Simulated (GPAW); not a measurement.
# A Pb chain with one bond drawn out: a series of junctions, part 3 of 3

Wanted: the trend of the zero-bias conductance over a family of junctions, a Pb chain with one bond drawn out.

GPAW 26.7.0; GPAW LCAO, PAW setups; Landauer transmission from Green's functions with principal layers (ASE), zero bias.

So far, conductance (G₀): step 2 (member of the series, stretch 0.2 Å) 2.94; step 6 (stretch 1.6 Å) 0.659; step 7 (stretch 2 Å) 0.308; step 8 (stretch 2.6 Å) 0.0858; step 9 (stretch 3.2 Å) 0.0212. Also open channels of the lead at the Fermi level (one spin): 3 in steps 3, 5, 6 and 9.

### Step 11. SCF mesh 1×1×6

The SCF mesh sets the Fermi level of the repeated cell.

run.py reads:

```python
import json
import numpy as np
from ase import Atoms
from ase.transport.calculators import TransportCalculator
from gpaw import GPAW, FermiDirac
from gpaw.lcao.tools import get_lcao_hamiltonian
from scipy.linalg import eigh

# The junction with lead layers at both ends, along the third cell vector
device = Atoms(
    ['Pb', 'Pb', 'Pb', 'Pb', 'Pb', 'Pb', 'Pb', 'Pb', 'Pb', 'Pb'],
    positions=[
        [4.50000, 4.50000, 1.45000],
        [4.50000, 4.50000, 4.35000],
        [4.50000, 4.50000, 7.25000],
        [4.50000, 4.50000, 10.15000],
        [4.50000, 4.50000, 13.05000],
        [4.50000, 4.50000, 17.95000],
        [4.50000, 4.50000, 20.85000],
        [4.50000, 4.50000, 23.75000],
        [4.50000, 4.50000, 26.65000],
        [4.50000, 4.50000, 29.55000]],
    cell=[[9.0, 0.0, 0.0], [0.0, 9.0, 0.0], [0.0, 0.0, 31.0]],
    pbc=True)

# One principal layer of the lead: the first 3 atoms of the device
lead = Atoms(
    ['Pb', 'Pb', 'Pb'],
    positions=[
        [4.50000, 4.50000, 1.45000],
        [4.50000, 4.50000, 4.35000],
        [4.50000, 4.50000, 7.25000]],
    cell=[[9.0, 0.0, 0.0], [0.0, 9.0, 0.0], [0.0, 0.0, 8.7]],
    pbc=True)

settings = dict(mode='lcao', basis='dzp', xc='PBE', h=0.2,
                occupations=FermiDirac(0.1), maxiter=250,
                mixer=dict(beta=0.1, nmaxold=8, weight=100.0),
                convergence=dict(density=0.0001))
energies = np.arange(-3, 3 + 1e-9, 0.075)
eta = 0.0001
n1, n2 = 1, 1
# k and -k transmit alike, so half of the mesh across the current serves
mesh = [(i, j) for i in range(n1) for j in range(n2) if (i, j) <= (-i % n1, -j % n2)]
weights = np.array([1 if (i, j) == (-i % n1, -j % n2) else 2 for i, j in mesh]) / (n1 * n2)

# [... helper functions left out ...]
fermi_lead = ground_state(lead, (1, 1, 13), 'lead.txt')
fermi_device = ground_state(device, (1, 1, 6), 'device.txt')
# [... loop over the mesh left out, but for ...]
        # Shift the lead onto the potential of the device's first layer
        shift = ((H[:, 0, 0] - H0[:, 0, 0]) / S0[0, 0]).real.mean()
# [...]
kT = 8.617333e-5 * 200
bias = [0.1, 0.2, 0.5, 1.0, 1.5, 2.0]
# [... integrals and printing left out ...]
```

Command:

```sh
> OMP_NUM_THREADS=1 OPENBLAS_NUM_THREADS=1 python run.py
```

Output:

```text
basis functions: device 230, principal layer 69
Fermi level: lead -2.5493 eV, device -2.5712 eV; lead shifted by 0.0580 eV
largest coupling past the next layer 2.76e-08 eV, largest misfit of the first layer 0.093 eV
  E-E_F (eV)   T (one spin)  channels
    -3.000    6.9440e-13    0.0000
    -2.925    7.0999e-13    0.0000
    -2.850    7.9096e-13    0.0000
    -2.775    1.0501e-12    0.0000
    -2.700    1.8410e-12    0.0000
    -2.625    4.4868e-12    0.0000
    -2.550    1.5568e-11    0.0000
    -2.475    9.1450e-11    0.0000
    -2.400    3.7044e-09    0.0000
    -2.325    5.9305e-03    1.0000
    -2.250    1.2953e-02    1.0000
    -2.175    1.9474e-02    1.0000
    -2.100    2.5606e-02    1.0000
    -2.025    3.1438e-02    1.0000
    -1.950    3.7047e-02    1.0000
    -1.875    4.2493e-02    1.0000
[...]
2.475    3.7922e-01    3.0000
     2.550    3.7703e-01    3.0000
     2.625    3.7365e-01    3.0000
     2.700    3.7047e-01    3.0000
     2.775    3.6887e-01    3.0000
     2.850    3.6960e-01    3.0000
     2.925    3.7283e-01    1.0000
     3.000    3.7941e-01    1.0000
conductance at 200 K: 0.30778 G0 a cell; thermopower -1.795 uV/K
current from the zero-bias T(E) at 0.1 V: 2.3741 uA
current from the zero-bias T(E) at 0.2 V: 4.713 uA
current from the zero-bias T(E) at 0.5 V: 11.488 uA
current from the zero-bias T(E) at 1.0 V: 21.121 uA
current from the zero-bias T(E) at 1.5 V: 29.506 uA
current from the zero-bias T(E) at 2.0 V: 37.483 uA
```

The job ended after 81 s (1 thread of Arm Neoverse N1, shared host; peak memory 1 GiB).

This step gave:

| Quantity | Value |
| --- | --- |
| conductance | 0.3078 G₀ |
| thermopower | -1.795 μV/K |
| largest misfit of the first principal layer | 0.09338 eV |
| shift that aligns the lead | 0.05803 eV |
| transmission at the Fermi level (one spin) | 0.3112 |

One spin. Table of transmission, zone mean by energy, zero at the Fermi level:

```
energy (eV)  transmission, zone mean
      -3.00                        0
      -2.85                        0
      -2.70                  1.8e-12
      -2.55                  1.6e-11
      -2.33                  0.00593
      -2.17                   0.0195
      -2.02                   0.0314
      -1.88                   0.0425
      -1.73                   0.0531
      -1.57                   0.0636
      -1.35                   0.0796
      -1.20                   0.0906
      -1.05                    0.102
      -0.90                    0.114
      -0.75                    0.126
      -0.60                    0.149
      -0.38                    0.197
      -0.23                    0.266
      -0.07                    0.292
       0.00                    0.311
       0.07                    0.309
       0.23                    0.303
       0.38                    0.295
       0.60                    0.290
       0.75                    0.290
       0.90                    0.300
       1.05                    0.304
       1.20                    0.312
       1.35                    0.321
       1.57                    0.334
       1.73                    0.342
       1.88                    0.350
       2.02                    0.360
       2.17                    0.370
       2.33                    0.378
       2.55                    0.377
       2.70                    0.370
       2.85                    0.370
       3.00                    0.379
```

Crossings of the lead's bands, unfolded to its shortest repeat. Open channels, zone mean against energy, zero at the Fermi level:

```
energy (eV)  open channels, zone mean
    -2.4750                         0
    -2.2500                         1
    -2.0250                         1
    -1.7250                         1
    -1.5000                         1
    -1.2750                         1
    -0.9750                         1
    -0.7500                         1
    -0.5250                         3
    -0.2250                         3
     0.0000                         3
     0.2250                         3
     0.5250                         3
     0.7500                         3
     0.9750                         3
     1.2750                         3
     1.5000                         3
     1.7250                         3
     2.0250                         3
     2.2500                         3
     2.4750                         3
     2.7750                         3
     3.0000                         1
```

Not self-consistent under bias; the bias window is split evenly. Current through one cell, from the zero-bias transmission against bias:

```
bias (V)  current through one cell, from the zero-bias transmission (μA)
   0.100                                                            2.37
   0.200                                                            4.71
   0.500                                                            11.5
   1.000                                                            21.1
   1.500                                                            29.5
   2.000                                                            37.5
```

Transmission of the three most open eigenchannels against energy, zero at the Fermi level:

```
energy (eV)  channel 1  channel 2  channel 3
      -3.00          0          0          0
      -2.85          0          0          0
      -2.70          0          0          0
      -2.55    1.4e-11    1.2e-12          0
      -2.33    0.00593          0          0
      -2.17     0.0195          0          0
      -2.02     0.0314          0          0
      -1.88     0.0425          0          0
      -1.73     0.0531          0          0
      -1.57     0.0636          0          0
      -1.35     0.0796          0          0
      -1.20     0.0906          0          0
      -1.05      0.102          0          0
      -0.90      0.114          0          0
      -0.75      0.126          0          0
      -0.60      0.138    0.00563    0.00563
      -0.38      0.156     0.0202     0.0202
      -0.23      0.168     0.0488     0.0488
      -0.07      0.180     0.0560     0.0560
       0.00      0.185     0.0630     0.0630
       0.07      0.191     0.0594     0.0594
       0.23      0.201     0.0510     0.0510
       0.38      0.210     0.0426     0.0426
       0.60      0.223     0.0332     0.0332
       0.75      0.231     0.0297     0.0297
       0.90      0.244     0.0282     0.0282
       1.05      0.248     0.0280     0.0280
       1.20      0.255     0.0285     0.0285
       1.35      0.263     0.0291     0.0291
       1.57      0.275     0.0296     0.0296
       1.73      0.283     0.0292     0.0292
       1.88      0.292     0.0289     0.0289
       2.02      0.302     0.0288     0.0288
       2.17      0.313     0.0286     0.0286
       2.33      0.324     0.0270     0.0270
       2.55      0.341     0.0179     0.0179
       2.70      0.354    0.00846    0.00846
       2.85      0.366    0.00164    0.00164
       3.00      0.379    6.7e-12    6.7e-12
```

The conductance equals that of the unchanged run to 0.2 %.

### Step 12. Summary of results

```yaml
conductance_first_and_last_member: 2.94 and 0.0212 G₀
largest_and_smallest: 2.94 and 0.0212 G₀
```

As the extra bond length goes from 0.2 to 3.2 Å, the conductance goes from 2.94 to 0.0212 G₀. The conductance falls at every step of the series. The thermopower changes sign within the series. The geometry was built from estimated bond lengths and not relaxed, so the numbers describe this model structure. Spin-orbit coupling is left out, which matters for the heavy atoms here. An evenly spaced straight chain is an idealisation: free chains tend to dimerise, zigzag or, where a band edge lies near the Fermi level, turn magnetic. The currents use the zero-bias T(E) throughout, which holds only while the bias is small against the distance to the nearest feature. The energy step is wider than the thermal energy, so the conductance and thermopower rest on interpolation of T(E). Atomic orbitals end short of the vacuum, so tunnelling across a wide gap comes out too low.

[Logs are printed without paths, hosts, clocks, repeated set-up lines and the standing remarks that a program may print on its own settings, such as how far it seeks lower states.]

[Hosts, paths, dates, database ids (printed as entryN), source tags and the programs' standing remarks are cut or masked in the printed files.]
